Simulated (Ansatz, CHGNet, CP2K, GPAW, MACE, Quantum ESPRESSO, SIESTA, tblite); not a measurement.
# Random packing of 64Li2S-20P2S5-16LiCl (mol %) (91 atoms) in CP2K

How do the settings of CP2K change the result for random packing of 64Li2S-20P2S5-16LiCl (mol %) (91 atoms)? A plane-wave run serves as the yardstick.

Program: CP2K 2026.2. Level of theory: the method is named at each step. Results are calculated unless marked as measured.

## (1) Starting point

The cell holds 91 atoms: 36 Li, 41 S, 10 P and 4 Cl. Cell: a = 12.227 Å, b = 12.227 Å, c = 12.227 Å, α = 90.0°, β = 90.0°, γ = 90.0°. 91 atoms (36 Li, 41 S, 10 P, 4 Cl) packed at random in a cube at 1.83 g/cm³ and pushed apart as soft spheres, cations and anions kept from their own kind; a start for melting by ab initio MD, not an equilibrated structure. Then every atom was moved at random, 0.03 Å r.m.s. a Cartesian component.

The yardstick, on the same geometry:

```
method                 : Kohn-Sham DFT, PBE, SSSP efficiency 1.3.0 pseudopotentials, plane waves (Quantum ESPRESSO 7.5); sssp-pbe-1.3.0-efficiency, cutoffs 45/360 Ry, Γ point
r.m.s. force component : 0.6083 eV/Å
longest force          : 3.37 eV/Å
pressure               : -1.242 GPa
time                   : 8.1 min on 4 MPI ranks of Arm Neoverse V2, shared host
CPU time               : 32 min
```

## (2) PBE, DZVP-MOLOPT-SR, 600/50 Ry, diagonalisation

Method: Kohn-Sham DFT, PBE, GTH-PBE pseudopotentials, Gaussian and plane waves, DZVP-MOLOPT-SR-GTH, diagonalisation.

input.inp reads:

```
&GLOBAL
  PROJECT cell
  RUN_TYPE ENERGY_FORCE
  PRINT_LEVEL LOW
&END GLOBAL
&FORCE_EVAL
  METHOD QS
  STRESS_TENSOR ANALYTICAL
  &DFT
    BASIS_SET_FILE_NAME BASIS_MOLOPT
    POTENTIAL_FILE_NAME GTH_POTENTIALS
    &MGRID
      CUTOFF 600
      REL_CUTOFF 50
      NGRIDS 5
    &END MGRID
    &QS
      EPS_DEFAULT 1.0E-12
    &END QS
    &SCF
      SCF_GUESS ATOMIC
      EPS_SCF 1.0E-06
      MAX_SCF 200
      ADDED_MOS 14
      &DIAGONALIZATION
        ALGORITHM STANDARD
      &END DIAGONALIZATION
      &SMEAR ON
        METHOD FERMI_DIRAC
        ELECTRONIC_TEMPERATURE [K] 580
      &END SMEAR
      &MIXING
        METHOD BROYDEN_MIXING
        ALPHA 0.3
        NBROYDEN 8
      &END MIXING
      &PRINT
        &RESTART OFF
        &END RESTART
      &END PRINT
    &END SCF
    &XC
      &XC_FUNCTIONAL PBE
      &END XC_FUNCTIONAL
    &END XC
    &PRINT
      &MULLIKEN ON
      &END MULLIKEN
      &LOWDIN ON
      &END LOWDIN
      &HIRSHFELD ON
      &END HIRSHFELD
      &MO ON
        EIGENVALUES T
        OCCUPATION_NUMBERS T
        MO_INDEX_RANGE 205 228
        &EACH
          QS_SCF 0
        &END EACH
        ADD_LAST NUMERIC
      &END MO
    &END PRINT
  &END DFT
  &SUBSYS
    &CELL
      A 12.22750 0.00000 0.00000
      B 0.00000 12.22750 0.00000
      C 0.00000 0.00000 12.22750
    &END CELL
    &COORD
      SCALED
      Li 0.18580 0.81409 0.18420
      Li 0.13986 0.95424 0.68292
      Li 0.27735 0.74131 0.69892
      Li 0.82721 0.82871 0.86335
      Li 0.78976 0.28047 0.46842
      Li 0.57049 0.73886 0.95148
      Li 0.52553 0.68844 0.31992
      Li 0.84926 0.28506 0.22991
      Li 0.48846 0.57453 0.61701
      Li 0.03232 0.07548 0.30735
      Li 0.15802 0.32965 0.14183
      Li 0.41733 0.34923 0.19237
      Li 0.29707 0.44820 0.80296
      Li 0.09151 0.66595 0.01042
      Li 0.75773 0.81629 0.09706
      Li 0.32163 0.53562 0.33395
      Li 0.80875 0.29952 0.83246
      Li 0.84434 0.54308 0.66127
      Li 0.18936 0.08648 0.98329
      Li 0.97858 0.84317 0.38257
      Li 0.35063 0.38613 0.52825
      Li 0.57933 0.82986 0.69252
      Li 0.78280 0.54558 0.41250
      Li 0.59769 0.11660 0.45020
      Li 0.64628 0.33558 0.09688
      Li 0.93639 0.98267 0.02608
      Li 0.64553 0.20161 0.67966
      Li 0.69813 0.83312 0.47553
      Li 0.45680 0.95232 0.00201
      Li 0.06170 0.38012 0.78147
      Li 0.44937 0.86582 0.47574
      Li 0.69311 0.02709 0.97954
      Li 0.11768 0.42129 0.42041
      Li 0.34956 0.03500 0.79796
      Li 0.90382 0.66357 0.22741
      Li 0.96127 0.46174 0.09156
      S 0.94726 0.15357 0.78217
      S 0.32133 0.70740 0.27343
      S 0.59603 0.00641 0.60334
      S 0.09328 0.97211 0.44920
      S 0.76841 0.88462 0.30504
      S 0.78996 0.81523 0.67962
      S 0.99681 0.31952 0.97535
      S 0.61979 0.15142 0.18916
      S 0.95608 0.21500 0.40887
      S 0.30553 0.94035 0.11998
      S 0.99077 0.72934 0.84197
      S 0.19028 0.12584 0.74787
      S 0.32204 0.58035 0.51046
      S 0.07900 0.04894 0.12698
      S 0.30259 0.91370 0.57950
      S 0.62940 0.33070 0.54212
      S 0.42429 0.86569 0.79349
      S 0.61615 0.41066 0.82256
      S 0.90112 0.40287 0.55106
      S 0.76920 0.21297 0.99817
[... 31 atom lines left out ...]
      Cl 0.52918 0.82283 0.10832
      Cl 0.86917 0.00316 0.54602
      Cl 0.05244 0.55978 0.23107
      Cl 0.69353 0.64211 0.28232
    &END COORD
    &KIND Li
      BASIS_SET DZVP-MOLOPT-SR-GTH-q3
      POTENTIAL GTH-PBE-q3
    &END KIND
    &KIND S
      BASIS_SET DZVP-MOLOPT-SR-GTH-q6
      POTENTIAL GTH-PBE-q6
    &END KIND
    &KIND P
      BASIS_SET DZVP-MOLOPT-SR-GTH-q5
      POTENTIAL GTH-PBE-q5
    &END KIND
    &KIND Cl
      BASIS_SET DZVP-MOLOPT-SR-GTH-q7
      POTENTIAL GTH-PBE-q7
    &END KIND
  &END SUBSYS
  &PRINT
    &FORCES ON
    &END FORCES
    &STRESS_TENSOR ON
    &END STRESS_TENSOR
  &END PRINT
&END FORCE_EVAL
```

On the command line:

```console
$ OMP_NUM_THREADS=1 mpirun -np 4 cp2k.psmp -i input.inp > output.txt
```

Numbers of over 12 decimals in the logs are rounded to 6 here.

The program printed:

```text
CP2K| version string:                                       CP2K version 2026.2
 CP2K| Input file name                                                 input.inp
 GLOBAL| Basis set file name                                        BASIS_MOLOPT
 GLOBAL| Potential file name                                      GTH_POTENTIALS
 GLOBAL| Run type                                                   ENERGY_FORCE
 GLOBAL| Total number of message passing processes                             4
 GLOBAL| Number of threads for this process                                    1
 TOTAL NUMBERS AND MAXIMUM NUMBERS
  Total number of            - Atomic kinds:                                   4
                             - Atoms:                                         91
                             - Shell sets:                                    91
                             - Shells:                                       419
                             - Primitive Cartesian functions:                400
                             - Cartesian basis functions:                    986
                             - Spherical basis functions:                    931
  Maximum angular momentum of- Orbital basis functions:                        2
                             - Local part of the GTH pseudopotential:          6
                             - Non-local part of the GTH pseudopotential:      2
 SCF PARAMETERS         Density guess:                                    ATOMIC
                        max_scf:                                             200
                        eps_scf:                                        1.00E-06
                        added MOs                                        14    0
                        Mixing method:                            BROYDEN_MIXING
                                                charge density mixing in g-space
                        Smear method:                                FERMI_DIRAC
                        Electronic temperature [K]:                        580.0
                        Electronic temperature [a.u.]:                  1.84E-03
                        Accuracy threshold:                             1.00E-10
 Extrapolation method: initial_guess
 Number of electrons:                                                        432
 Number of occupied orbitals:                                                216
 Number of molecular orbitals:                                               230
 Number of orbital functions:                                                931
 Number of independent orbital functions:                                    931
 SCF WAVEFUNCTION OPTIMIZATION
  Step     Update method      Time    Convergence         Total energy    Change
 *** the last MO => Add more MOs for proper smearing.                   ***
     1 NoMix/Diag. 0.30E+00    3.2     0.83310824      -816.1732952049 -8.16E+02
 *** the last MO => Add more MOs for proper smearing.                   ***
     2 Broy./Diag. 0.30E+00    4.1     0.77179294      -806.6574676008  9.52E+00
 *** the last MO => Add more MOs for proper smearing.                   ***
     3 Broy./Diag. 0.30E+00    4.1     0.64937158      -812.7275470078 -6.07E+00
[...]
4 Broy./Diag. 0.30E+00    4.0     0.53308186      -813.3965176519 -6.69E-01
[...]
*** the last MO => Add more MOs for proper smearing.                   ***
    36 Broy./Diag. 0.30E+00    4.1     0.00000114      -814.0444723360  1.47E-06
 *** the last MO => Add more MOs for proper smearing.                   ***
    37 Broy./Diag. 0.30E+00    4.2     0.00000081      -814.0444707199  1.62E-06
  *** SCF run converged in    37 steps ***
  Electronic density on regular grids:       -432.0000000000        0.0000000000
  Core density on regular grids:              431.9999999994       -0.0000000006
  Total charge density on r-space grids:       -0.0000000006
  Total charge density g-space grids:          -0.0000000006
  Overlap energy of the core charge distribution:               9.52626e-09
  Self energy of the core charge distribution:              -1518.722149
  Core Hamiltonian energy:                                    298.807843
  Hartree energy:                                             592.046874
  Exchange-correlation energy:                               -186.158658
  Electronic entropic energy:                                  -0.018381
  Fermi energy:                                                 0.084236
  Total energy:                                              -814.044471
  Total energy (extrapolated to T->0):                       -814.035280
 MO| EIGENVALUES AND OCCUPATION NUMBERS
 MO|
 MO|  Index      Eigenvalue [a.u.]        Eigenvalue [eV]             Occupation
 MO|    205               0.070263               1.911951               1.999007
 MO|    206               0.070832               1.927449               1.998646
 MO|    207               0.071602               1.948403               1.997942
[...]
MO|    227               0.099000               2.693918               0.000646
 MO|    228               0.101379               2.758652               0.000177
 MO| Sum:                                                             432.000000
 MO| E(Fermi):            0.084236 a.u.          2.292172 eV
 !-----------------------------------------------------------------------------!
                     Mulliken Population Analysis
 #  Atom  Element  Kind  Atomic population                           Net charge
       1     Li       1          2.832837                              0.167163
       2     Li       1          2.713358                              0.286642
       3     Li       1          2.653932                              0.346068
[...]
# Total charge                            432.000000                 -0.000000
 !-----------------------------------------------------------------------------!
 !-----------------------------------------------------------------------------!
                           Hirshfeld Charges
  #Atom  Element  Kind  Ref Charge     Population                    Net charge
      1       Li     1       3.000          3.305                        -0.305
      2       Li     1       3.000          3.194                        -0.194
      3       Li     1       3.000          3.032                        -0.032
[...]
90       Cl     4       7.000          7.022                        -0.022
     91       Cl     4       7.000          6.921                         0.079
  Total Charge                                                           -0.000
 !-----------------------------------------------------------------------------!
 LOWDIN POPULATION ANALYSIS
 #  Atom  Element  Kind  Atomic population                           Net charge
[...]
90     Cl       4          7.065973                             -0.065973
      91     Cl       4          6.981366                              0.018634
 # Total charge                            432.000000                 -0.000000
 ENERGY| Total FORCE_EVAL ( QS ) energy [hartree]           -814.044469
 FORCES| Atomic forces [hartree/bohr]
 FORCES|   Atom     x               y               z               |f|
 FORCES|      1 -5.44903211E-03 -7.44754410E-03 -7.32293243E-03   1.17806283E-02
 FORCES|      2 -8.64594047E-03 -9.15326642E-03 -4.40579160E-03   1.33396241E-02
 FORCES|      3 -3.34881906E-03  1.79467927E-03  1.14037960E-03   3.96685372E-03
[...]
FORCES|     90 -1.02232578E-02 -8.82038010E-03 -1.31034529E-03   1.35658067E-02
 FORCES|     91  6.69648487E-03  1.24416642E-03 -2.38779179E-02   2.48303408E-02
 FORCES| Sum     6.97600979E-08 -9.33162982E-07 -1.66997856E-05
 FORCES| Total atomic force                                       1.67259827E-05
 STRESS| Analytical stress tensor [bar]
 STRESS|                        x                   y                   z
 STRESS|      x       -6.46678954280E+03   9.02504956655E+03  -5.86523177307E+03
 STRESS|      y        9.02504956655E+03  -1.22640947649E+04   5.95312420713E+03
 STRESS|      z       -5.86523177307E+03   5.95312420713E+03  -1.09276049799E+04
 STRESS| 1/3 Trace                                            -9.88616309586E+03
```

It took 2.7 min on 4 MPI ranks of Arm Neoverse V2, shared host; peak memory 6.2 GiB.

Banners, paths, timers and routine set-up lines are dropped from the logs unmarked, and long logs keep their key lines alone; longer cuts are marked.

Compared with the plane-wave run:

| Property | Result |
| --- | --- |
| r.m.s. force component | 0.6137 eV/Å |
| r.m.s. difference of force components | 36.46 meV/Å |
| longest difference of force vectors | 168.6 meV/Å |
| force difference over r.m.s. force | 5.993 % |
| slope of forces against the reference's | 1.007 |
| correlation of force components | 0.9983 |
| pressure | -0.9886 GPa |
| pressure difference | 0.2534 GPa |

Length of the force difference by element (eV/Å):

```csv
element,atoms,mean,most
Cl,4,0.070,0.12
Li,36,0.047,0.090
P,10,0.097,0.17
S,41,0.054,0.11
```

A closer look about S37, picked at random: 11 atoms, nearest first, numbered in the order of the input, with positions taken from that point.

```csv
atom,x,y,z,distance (Å),Mulliken charge (e),Fx,Fy,Fz (eV/Å)
S37,0.00,0.00,0.00,0.00,0.04,0.73,0.03,-0.05
P80,-1.80,-0.97,0.06,2.04,-0.13,-0.47,-0.64,-0.24
P86,1.52,0.47,-1.79,2.39,0.07,0.68,-0.75,0.59
Li17,-1.69,1.78,0.61,2.54,0.15,0.38,0.08,0.32
S48,2.97,-0.34,-0.42,3.02,-0.11,-1.15,1.36,-0.86
Li30,1.40,2.77,-0.01,3.10,0.25,-0.17,-0.40,-0.02
S43,0.61,2.03,2.36,3.17,-0.22,-0.06,0.19,0.22
S56,-2.18,0.73,2.64,3.50,-0.31,0.43,-0.16,0.00
Cl89,-0.95,-1.84,-2.89,3.55,-0.23,-0.07,-0.22,0.19
Li2,2.36,-2.44,-1.21,3.60,0.29,-0.44,-0.47,-0.23
Li26,-0.13,-2.09,2.98,3.64,0.39,0.30,0.44,-0.19
```

Forces lie 6.0 % from the reference's, at 0.33 times its CPU time.

## (3) PBE, SZV-MOLOPT-SR, 600/50 Ry, diagonalisation

Method: Kohn-Sham DFT, PBE, GTH-PBE pseudopotentials, Gaussian and plane waves, SZV-MOLOPT-SR-GTH, diagonalisation.

Changes to input.inp since step 2:

```diff
@@ -50,4 +50,2 @@
       &END LOWDIN
-      &HIRSHFELD ON
-      &END HIRSHFELD
       &MO ON
@@ -70,7 +68,30 @@
     &COORD
-      SCALED
-[... 91 atom lines left out: the same atoms as in the first run ...]
+      Li 2.27187 9.95429 2.25231
+      Li 1.71014 11.66797 8.35040
+      Li 3.39130 9.06437 8.54604
+      Li 10.11471 10.13305 10.55661
+      Li 9.65679 3.42945 5.72761
+      Li 6.97567 9.03441 11.63422
+      Li 6.42592 8.41790 3.91182
+      Li 10.38433 3.48557 2.81122
+      Li 5.97264 7.02507 7.54449
+      Li 0.39519 0.92293 3.75812
+      Li 1.93219 4.03080 1.73423
+      Li 5.10290 4.27021 2.35220
+      Li 3.63242 5.48037 9.81819
+      Li 1.11894 8.14290 0.12741
+      Li 9.26514 9.98119 1.18680
+      Li 3.93273 6.54929 4.08337
+      Li 9.88899 3.66238 10.17890
+      Li 10.32417 6.64051 8.08568
+      Li 2.31540 1.05743 12.02318
+      Li 11.96559 10.30986 4.67787
+[... 67 atom lines left out ...]
+      Cl 6.47055 10.06115 1.32448
+      Cl 10.62778 0.03864 6.67646
+      Cl 0.64121 6.84471 2.82541
+      Cl 8.48014 7.85140 3.45207
     &END COORD
     &KIND Li
-      BASIS_SET DZVP-MOLOPT-SR-GTH-q3
+      BASIS_SET SZV-MOLOPT-SR-GTH-q3
       POTENTIAL GTH-PBE-q3
@@ -78,3 +99,3 @@
     &KIND S
-      BASIS_SET DZVP-MOLOPT-SR-GTH-q6
+      BASIS_SET SZV-MOLOPT-SR-GTH-q6
       POTENTIAL GTH-PBE-q6
@@ -82,3 +103,3 @@
     &KIND P
-      BASIS_SET DZVP-MOLOPT-SR-GTH-q5
+      BASIS_SET SZV-MOLOPT-SR-GTH-q5
       POTENTIAL GTH-PBE-q5
@@ -86,3 +107,3 @@
     &KIND Cl
-      BASIS_SET DZVP-MOLOPT-SR-GTH-q7
+      BASIS_SET SZV-MOLOPT-SR-GTH-q7
       POTENTIAL GTH-PBE-q7
```

On the command line:

```console
$ OMP_NUM_THREADS=2 cp2k.psmp -i input.inp > output.txt
```

The program printed:

```text
CP2K| version string:                                       CP2K version 2026.2
 CP2K| Input file name                                                 input.inp
 GLOBAL| Basis set file name                                        BASIS_MOLOPT
 GLOBAL| Potential file name                                      GTH_POTENTIALS
[... lines left out ...]
 Number of electrons:                                                        432
[... lines left out ...]
  Step     Update method      Time    Convergence         Total energy    Change
[... lines left out ...]
  *** SCF run converged in    55 steps ***
[... lines left out ...]
  Fermi energy:                                                 0.194020
  Total energy:                                              -804.599122
  Total energy (extrapolated to T->0):                       -804.588890
[... lines left out ...]
 MO| E(Fermi):            0.194020 a.u.          5.279563 eV
[... lines left out ...]
 ENERGY| Total FORCE_EVAL ( QS ) energy [hartree]           -804.599121
[... lines left out ...]
 FORCES|      1 -8.58519227E-03 -6.17797507E-03 -6.53901087E-03   1.24350941E-02
 FORCES|      2 -1.19628276E-02 -1.16208823E-02 -5.53930263E-03   1.75737880E-02
 FORCES|      3 -1.33566269E-03 -5.55339440E-03  5.05211834E-03   7.62548909E-03
[...]
FORCES|     90 -5.71972671E-03 -9.34112980E-03 -2.37687818E-03   1.12081011E-02
 FORCES|     91  4.79612391E-03  4.21113864E-04 -3.26369386E-02   3.29901486E-02
 FORCES| Sum     9.21598633E-06 -1.32008768E-05 -1.80797651E-05
 FORCES| Total atomic force                                       2.42089954E-05
 STRESS| Analytical stress tensor [bar]
 STRESS|                        x                   y                   z
 STRESS|      x        5.03452976652E+04   8.82154124955E+03  -7.18724636810E+03
 STRESS|      y        8.82154124955E+03   4.71346976155E+04   2.90857238309E+03
 STRESS|      z       -7.18724636810E+03   2.90857238309E+03   3.75900485625E+04
 STRESS| 1/3 Trace                                             4.50233479478E+04
```

The job ended after 5.4 min (2 threads; peak memory 4.8 GiB).

Compared with the plane-wave run:

- r.m.s. force component: 0.9909 eV/Å
- r.m.s. difference of force components: 744.6 meV/Å
- longest difference of force vectors: 4500 meV/Å
- force difference over r.m.s. force: 122.4 %
- slope of forces against the reference's: 1.077
- correlation of force components: 0.6614
- pressure: 4.502 GPa
- pressure difference: 5.744 GPa

This is a coarse setting, run to see what it loses.

Against the first run (6.0 %), the force difference from the reference is 122 %, at 0.86 times the CPU time (on 2 against 4 cores) (55 SCF steps against 37), with 292 basis functions against 931: the smaller basis costs accuracy.

[end of part 1 of 2]

[Also dropped from logs without a mark: logging warnings of Python, and SIESTA's first energy breakdown and zero terms.]

[Logs are printed without paths, hosts, clocks, repeated set-up lines and the standing remarks that a program may print on its own settings, such as how far it seeks lower states.]

[Hosts, paths, dates, database ids (printed as entryN), source tags and the programs' standing remarks are cut or masked in the printed files.]
